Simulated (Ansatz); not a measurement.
**BiB (model cell, started as layered BN type): phonons and vibrational spectra**

Task: relax BiB (model cell, started as layered BN type), then find its harmonic phonons.

Calculated with Ansatz 0.2.0; DFT LDA, scalar-relativistic, plane waves, PAW.

Most raw output is cut from this account.

The structure was built from a prototype and need not be the compound's stable phase.

### Step 1. Starting point

The structure is hexagonal, space group P6_3/mmc (No. 194). The conventional cell has a = 4.143 Å, b = 4.143 Å, c = 5.980 Å, α = 90.00°, β = 90.00°, γ = 120.00°. Nearest to B lie 3 Bi at 2.39 Å. Nearest to Bi lie 3 B at 2.39 Å. Farther neighbours are not listed.

### Step 2. Relaxation

Harmonic phonons are second derivatives at a point where the forces vanish, and they are wanted at zero stress, so atoms and cell are relaxed first.

input.yaml

```yaml
crystal:
  lattice:
    - [4.14307, 0.0, 0.0]
    - [-2.07153, 3.588, 0.0]
    - [0.0, 0.0, 5.98]
  atoms:
    - { symbol: B, position: [0.333333, 0.666667, 0.25] }
    - { symbol: B, position: [0.666667, 0.333333, 0.75] }
    - { symbol: Bi, position: [0.666667, 0.333333, 0.25] }
    - { symbol: Bi, position: [0.333333, 0.666667, 0.75] }
kpoints:
  mp_grid: { grid: [12, 12, 8] }
hamiltonian:
  xc: lda
scf:
  occupations: { method: gaussian, width: 0.1 }
output:
  forces: true
  stress: true
  eigenvalues: true
relax:
  adjacent_minimum: "off"
  f_tol: 0.005
  max_steps: 80
  cell: { stress_tol: 0.05 }
```

Run with:

```console
$ ansatz run input.yaml --threads 4 --pin off --max-ram 7168MiB --backend cpu --events-out ev --progress --plain --runs-dir out
```

Elapsed: 11 s, on 4 threads of Intel Xeon 6975P-C (Granite Rapids), shared host; peak memory 0.68 GiB; 40 s of CPU time.

Step by step:

```csv
step,energy less that of the first step (eV),largest force component (eV/Å),pressure (GPa),volume (Å³)
1,0.0000,0.0000,-5.73,88.89
2,-0.2141,0.0000,-1.09,81.74
3,-0.3081,0.0000,2.46,77.85
4,-0.3178,0.0000,2.79,77.52
5,-0.3424,0.0000,0.12,79.90
6,-0.3425,0.0000,0.01,80.02
7*,-0.3404,0.0000,-0.02,80.02
8,-0.3404,0.0000,0.00,80.00
9*,-0.3404,0.0000,0.00,80.00
```

Relaxation steps marked * repeat the geometry before them on a plane-wave basis chosen anew for their cell, so energy and pressure can jump there.

The run keeps the 24 symmetry operations that it works with, so distortions that break them were not tested.

```csv
"conventional cell, symmetrised",before,after,change
a (Å),4.143,4.164,+0.5 %
b (Å),4.143,4.164,+0.5 %
c (Å),5.980,5.327,-10.9 %
volume (Å³/atom),22.22,20.00,-10.0 %
```

The relaxed structure:

```xyz
4
Lattice="4.1643 0.0000 0.0000 -2.0822 3.6064 0.0000 0.0000 0.0000 5.3269" Properties=species:S:1:pos:R:3 pbc="T T T"
B     0.0000    2.4043    1.3317
B     2.0822    1.2021    3.9952
Bi    2.0822    1.2021    1.3317
Bi    0.0000    2.4043    3.9952
```

Numbers from this step:

- pressure: -0.002000 GPa
- volume per atom: 20.00 Å³
- gap on the k-mesh: 0 eV

In this step the volume went from 22.22 to 20.00 Å³/atom.

### Step 3. Bringing the structure to rest

The relaxation is repeated from its end on the same settings, as a check that it has come to rest.

input.yaml, the sections that differ from step 2:

```yaml
crystal:
  lattice:
    - [4.16433777, -2.9016e-06, 0.0]
    - [-2.0821663722, 3.6064237496, 0.0]
    - [0.0, 0.0, 5.3269016017]
  atoms:
    - { symbol: B, position: [0.3333333333, 0.6666666667, 0.25] }
    - { symbol: B, position: [0.6666666667, 0.3333333333, 0.75] }
    - { symbol: Bi, position: [0.6666666667, 0.3333333333, 0.25] }
    - { symbol: Bi, position: [0.3333333333, 0.6666666667, 0.75] }
output:
  forces: true
  stress: true
  eigenvalues: true
  write_density: true
  write_potential: true
  elf: true
  volumetric_format: npy
# kpoints, hamiltonian, scf, relax: as in step 2
```

Elapsed: 2.6 s, on 4 threads; peak memory 0.66 GiB.

Little changed from the start: no atom moved by 0.005 Å and no cell edge by 0.1 %.

Numbers from this step:

```
pressure : -0.002015 GPa
```

In this step the volume went from 20.00 to 20.00 Å³/atom.

### Step 4. Tight relaxation

Phonons need a cell at rest on their own settings, so the relaxation is repeated with tight tolerances on forces and stress on the k mesh and occupations of the first response run.

input.yaml, the sections that differ from step 3:

```yaml
scf:
  occupations: { method: methfessel_paxton, width: 0.2 }
output:
  forces: true
  stress: true
  eigenvalues: true
relax:
  adjacent_minimum: "off"
  f_tol: 0.001
  max_steps: 60
  cell: { stress_tol: 0.01 }
# crystal, kpoints, hamiltonian: as in step 3
```

Wall time 4.6 s (4 threads); peak memory 0.66 GiB.

Relaxation path:

```csv
step,energy less that of the first step (eV),largest force component (eV/Å),pressure (GPa),volume (Å³)
1,0.0000,0.0000,0.01,80.00
2,0.0000,0.0000,-0.05,80.07
3,0.0000,0.0000,0.00,80.02
4*,0.0000,0.0000,0.00,80.02
```

Relaxation steps marked * repeat the geometry before them on a plane-wave basis chosen anew for their cell, so energy and pressure can jump there.

The run keeps the 24 symmetry operations that it works with, so distortions that break them were not tested.

```csv
"conventional cell, symmetrised",before,after,change
a (Å),4.164,4.162,-0.0 %
b (Å),4.164,4.162,-0.0 %
c (Å),5.327,5.333,+0.1 %
volume (Å³/atom),20.00,20.00,+0.0 %
```

This step gave:

```yaml
pressure: -0.004634 GPa
```

The forces vanish by symmetry and the pressure is -0.005 GPa, within the tolerances set. The cell now holds 20.00 Å³/atom.

### Step 5. Zone-centre response

The zone centre comes first: it holds the modes that light can see, as far as symmetry allows. No field response is asked, since the mesh shows no gap.

input.yaml, the sections that differ from step 4:

```yaml
crystal:
  lattice:
    - [4.1624801381, -2.9003e-06, 0.0]
    - [-2.0812375574, 3.6048149925, 0.0]
    - [0.0, 0.0, 5.3326373303]
  atoms:
    - { symbol: B, position: [0.3333333333, 0.6666666667, 0.25] }
    - { symbol: B, position: [0.6666666667, 0.3333333333, 0.75] }
    - { symbol: Bi, position: [0.6666666667, 0.3333333333, 0.25] }
    - { symbol: Bi, position: [0.3333333333, 0.6666666667, 0.75] }
output:
  eigenvalues: true
phonons:
  method: dfpt
# kpoints, hamiltonian, scf: as in step 4
# relax: removed
```

The job ended after 33 s (4 threads; peak memory 2.4 GiB; 2 min of CPU time).

This step gave:

```
sum-rule residual before enforcement                    : 1.21e-5 eV/Å²
point group                                             : 6/mmm
highest optical mode at the zone centre (no LO-TO term) : 475.6 cm⁻¹
lowest optical zone-centre mode                         : -135.1 cm⁻¹
```

Patterns of degenerate modes are one choice out of their space. Modes at Γ, with each element's share of the kinetic energy (negative means imaginary):

```csv
mode,frequency (cm⁻¹),symmetry,B %,Bi %
1,-135.1,A2u,95,5
2,-90.4,B1g,51,49
3,0.0,acoustic,5,95
4,0.0,acoustic,5,95
5,0.0,acoustic,5,95
6,76.0,E2g,4,96
7,76.0,E2g,4,96
8,144.4,B1g,49,51
9,459.6,E1u,95,5
10,459.6,E1u,95,5
11,475.6,E2g,96,4
12,475.6,E2g,96,4
```

Displacements in mode 1 (-135.1 cm⁻¹), the largest set to 1:
```
B1   0.00  0.00  1.00
B2   0.00  0.00  1.00
Bi3  0.00  0.00 -0.05
Bi4  0.00  0.00 -0.05
```

Displacements in mode 12 (475.6 cm⁻¹), the largest set to 1:
```
B1   1.00  0.00  0.00
B2  -1.00  0.00  0.00
Bi3 -0.04  0.00  0.00
Bi4  0.04  0.00  0.00
```

Before it was imposed, the acoustic sum rule was missed by 1.2e-5 eV/Å². Small misses are needed for a sound result but don't prove that mesh and cutoff are converged. The lowest optical mode is imaginary, 135.1i cm⁻¹, so the energy falls along it.

### Step 6. Phonons on a q mesh

Stability and thermal properties need the whole zone. Linear response on a 3×3×2 q mesh gives force constants as far as a supercell of that size would.

input.yaml, as its differences from that of step 5:

```diff
@@ -20 +20,9 @@
   method: dfpt
+  qmesh: [3, 3, 2]
+  temperatures: { t_max: 1000, t_step: 50 }
+  qpath:
+    path:
+      - [[0.0, 0.0, 0.0], [0.5, 0.0, 0.0], [0.33333333, 0.33333333, 0.0], [0.0, 0.0, 0.0], [0.0, 0.0, 0.5], [0.5, 0.0, 0.5], [0.33333333, 0.33333333, 0.5], [0.0, 0.0, 0.5]]
+      - [[0.5, 0.0, 0.5], [0.5, 0.0, 0.0]]
+      - [[0.33333333, 0.33333333, 0.5], [0.33333333, 0.33333333, 0.0]]
+    npoints: 10
```

Elapsed: 4.7 min, on 4 threads; peak memory 3.6 GiB.

This step gave:

```
sum-rule residual before enforcement                    : 5.07e-5 eV/Å²
lowest frequency on the path                            : -135.1 cm⁻¹
highest frequency on the path or at a solved wavevector : 475.6 cm⁻¹
lowest mode on the q mesh (acoustic modes at Γ apart)   : -135.1 cm⁻¹
```

Frequencies (cm⁻¹) solved at each irreducible wavevector; negative means imaginary. Frequencies by wavevector, by row:

```csv
q in reciprocal lattice units,star,mode 1,mode 2,mode 3,mode 4,mode 10,mode 11,mode 12
0 0 0,1,-135.1,-90.4,0,0,459.6,475.6,475.6
0 0 -0.5,1,50,50,50,50,466.7,466.7,466.7
0 0.3333 0,6,-112.2,-63.4,29.1,74.8,415.2,448.7,449.2
0 0.3333 -0.5,6,46.3,46.3,63.2,63.2,429.8,439.9,439.9
0.3333 0.3333 0,2,-114.7,-114.7,60.4,96.5,382.3,415.6,442.8
0.3333 0.3333 -0.5,2,34.5,34.5,89.6,89.6,405.6,440.5,440.5
```

Interpolated from a 3×3×2 q mesh. Phonon branches along the path, in cm⁻¹:

```csv
point,branch 1,branch 2,branch 3,branch 4,branch 9,branch 10,branch 11,branch 12
Γ,-135,-90,0,0,460,460,476,476
halfway,-118,-61,30,55,426,428,461,461
M,-100,-86,20,82,392,404,434,434
halfway,-106,-103,43,88,382,408,412,444
K,-115,-115,60,96,382,382,416,443
halfway,-116,-64,39,64,416,424,447,462
Γ,-135,-90,0,0,460,460,476,476
halfway,24,25,25,67,462,462,473,473
A,50,50,50,50,467,467,467,467
halfway,49,49,61,61,442,442,449,449
L,44,44,62,62,419,419,431,431
halfway,38,38,76,76,411,411,437,437
H,34,34,90,90,406,406,440,440
halfway,46,46,67,67,434,434,447,447
A,50,50,50,50,467,467,467,467
jump to L,44,44,62,62,419,419,431,431
halfway,-31,-16,39,77,407,408,430,436
M,-100,-86,20,82,392,404,434,434
jump to H,34,34,90,90,406,406,440,440
halfway,-53,-53,71,101,394,394,425,444
K,-115,-115,60,96,382,382,416,443
```

The phonon density of states has structure finer than the step of the table below, so its rows give means over 25 cm⁻¹, whole bins alone (the curve runs from -138 to 478 cm⁻¹). Peaks (cm⁻¹: height): 47.5: 0.0587, 82.5: 0.0819, 107.5: 0.0781, 147.5: 0.0222, 442.5: 0.0917.

Tetrahedra on a 18×18×12 mesh, mean over bins of 5 cm-1. Interpolated from a 3×3×2 q mesh. Phonon density of states against wavenumber; means over each step:

wavenumber (cm⁻¹), phonon density of states (1/cm⁻¹/cell) and a bar:
```
     -125     0.0018 #
     -100     0.0102 #####
      -75     0.0105 #####
      -50     0.0098 ####
      -25     0.0065 ###
        0     0.0064 ###
       25     0.0236 ###########
       50     0.0522 #######################
       75     0.0565 #########################
      100     0.0670 ##############################
      125     0.0199 #########
      150     0.0185 ########
      175     0.0173 ########
      200     0.0102 #####
      225     0.0057 ###
      250     0.0032 #
      275     0.0008 
      300     0.0000 
      325     0.0000 
      350     0.0000 
      375     0.0027 #
      400     0.0271 ############
      425     0.0585 ##########################
      450     0.0601 ###########################
```

The partial phonon density of states has structure finer than the step of the table below, so its rows give means over 20 cm⁻¹, whole bins alone (the curve runs from -145 to 500 cm⁻¹). Peaks (cm⁻¹: height): B -100.5: 0.00981, 179.4: 0.0179, 443.0: 0.0747; Bi -39.7: 0.00963, 45.5: 0.0546, 82.0: 0.0682, 106.4: 0.0657.

Phonopy on the run's constants, 15x15x11 mesh, Gaussian sigma 4.6 cm-1. Interpolated from a 3×3×2 q mesh. The partial phonon density of states by wavenumber; means over each step; values in 1/cm⁻¹/cell:

```csv
wavenumber (cm⁻¹),B,Bi
-120,0.00276,0.00103
-100,0.00714,0.00424
-80,0.00372,0.00493
-60,0.00382,0.00747
-40,0.00209,0.00837
-20,3.3e-4,0.00303
0,2.3e-4,0.00268
20,8.7e-4,0.0161
40,0.00219,0.0484
60,0.00225,0.0448
80,0.00331,0.0589
100,0.00596,0.0610
120,0.00609,0.0239
140,0.0109,0.00554
160,0.0146,0.00279
180,0.0161,9.0e-4
200,0.00936,2.3e-4
220,0.00654,1.1e-4
240,0.00404,2.9e-5
260,0.00246,6.9e-6
280,5.3e-4,0
300,7.3e-7,0
320,0,0
340,0,0
360,1.9e-5,0
380,0.00556,3.9e-5
400,0.0262,4.6e-4
420,0.0544,0.00166
440,0.0655,0.00185
460,0.0370,0.00127
480,0.00574,2.1e-4
```

Symmetry leaves 6 wavevectors to solve. The lowest mode among them, the acoustic zeros apart, lies at Γ and is imaginary, 135.1i cm⁻¹, so the energy falls along it.

### Step 7. Isotope substitution

An isotope changes the mass and not the force constants, so no new electronic calculation is needed; the shifts show which modes move this element.

The same force constants with the mass of B changed from 10.810 to 10.013 u (phonopy, no LO-TO term). Both lists are sorted by frequency; levels can cross, so a row need not hold one and the same mode. Modes under 3 cm⁻¹ are left out. Isotope shifts, by row, the first 40 of 45 rows:

```csv
q,rank,natural mass (cm⁻¹),changed mass (cm⁻¹)
0 0 0,1,-135.1,-140.2
0 0 0,2,-90.36,-92.13
0 0 0,6,76.02,76.13
0 0 0,7,76.02,76.13
0 0 0,8,144.4,147.2
0 0 0,9,459.6,476.7
0 0 0,10,459.6,476.7
0 0 0,11,475.6,493.4
0 0 0,12,475.6,493.4
0 0 -0.5,1,50.02,50.1
0 0 -0.5,2,50.02,50.1
0 0 -0.5,3,50.02,50.1
0 0 -0.5,4,50.02,50.1
0 0 -0.5,5,69.82,69.82
0 0 -0.5,6,69.82,69.82
0 0 -0.5,7,278.3,289.2
0 0 -0.5,8,278.3,289.2
0 0 -0.5,9,466.7,484.1
0 0 -0.5,10,466.7,484.1
0 0 -0.5,11,466.7,484.1
0 0 -0.5,12,466.7,484.1
0 0.3333 0,1,-112.2,-115.4
0 0.3333 0,2,-63.42,-64.4
0 0.3333 0,3,29.11,29.16
0 0.3333 0,4,74.85,75.66
0 0.3333 0,5,85.08,85.19
0 0.3333 0,6,86.41,86.46
0 0.3333 0,7,102.5,102.6
0 0.3333 0,8,143.3,146.7
0 0.3333 0,9,409.1,424.7
0 0.3333 0,10,415.2,430.6
0 0.3333 0,11,448.7,465.6
0 0.3333 0,12,449.2,466.5
0 0.3333 -0.5,1,46.29,46.29
0 0.3333 -0.5,2,46.29,46.29
0 0.3333 -0.5,3,63.21,63.31
0 0.3333 -0.5,4,63.21,63.31
0 0.3333 -0.5,5,104.2,104.3
0 0.3333 -0.5,6,104.2,104.3
0 0.3333 -0.5,7,213.2,221.4
```

A mode of this element alone would shift by +3.90 %. The highest zone-centre frequency without the field goes from 475.6 to 493.4 cm⁻¹ (+3.8 %).

### Step 8. Summary of results

| Property | Result |
| --- | --- |
| space group after relaxation (within 0.01 Å) | P6_3/mmc |
| volume per atom | 20.0 Å³ |
| electronic character | no gap on this mesh |
| highest optical mode at the zone centre (no LO-TO term) | 476 cm⁻¹ |
| lowest optical zone-centre mode | -135 cm⁻¹ |
| lowest mode on the q mesh (acoustic modes at Γ apart) | -135 cm⁻¹ |
| highest frequency on the path or at a solved wavevector | 476 cm⁻¹ |
| imaginary modes on the 3×3×2 q mesh | yes |

What this shows: Modes are clearly imaginary (beyond 10i cm⁻¹) at 3 of the 6 irreducible wavevectors, most at Γ (135.1i cm⁻¹), so this structure is not a minimum of the energy. The optical modes at Γ span -135 to 476 cm⁻¹ (negative means imaginary). The highest mode in this list at Γ, 475.6 cm⁻¹, is mostly motion of B (96 % of the kinetic energy). With no gap, or one that is small against the smearing, the frequencies hang on the k mesh and the smearing, most of all near Kohn anomalies. Spin-orbit coupling is left out, which can matter for the heavy elements here. The starting cell was built on a prototype and not taken from a measurement, so the phase need not exist. These are harmonic frequencies at zero temperature: anharmonic shifts, linewidths and thermal expansion are left out.

[Logs are printed without paths, hosts, clocks, repeated set-up lines and the standing remarks that a program may print on its own settings, such as how far it seeks lower states.]

[Hosts, paths, dates, database ids (printed as entryN), source tags and the programs' standing remarks are cut or masked in the printed files.]
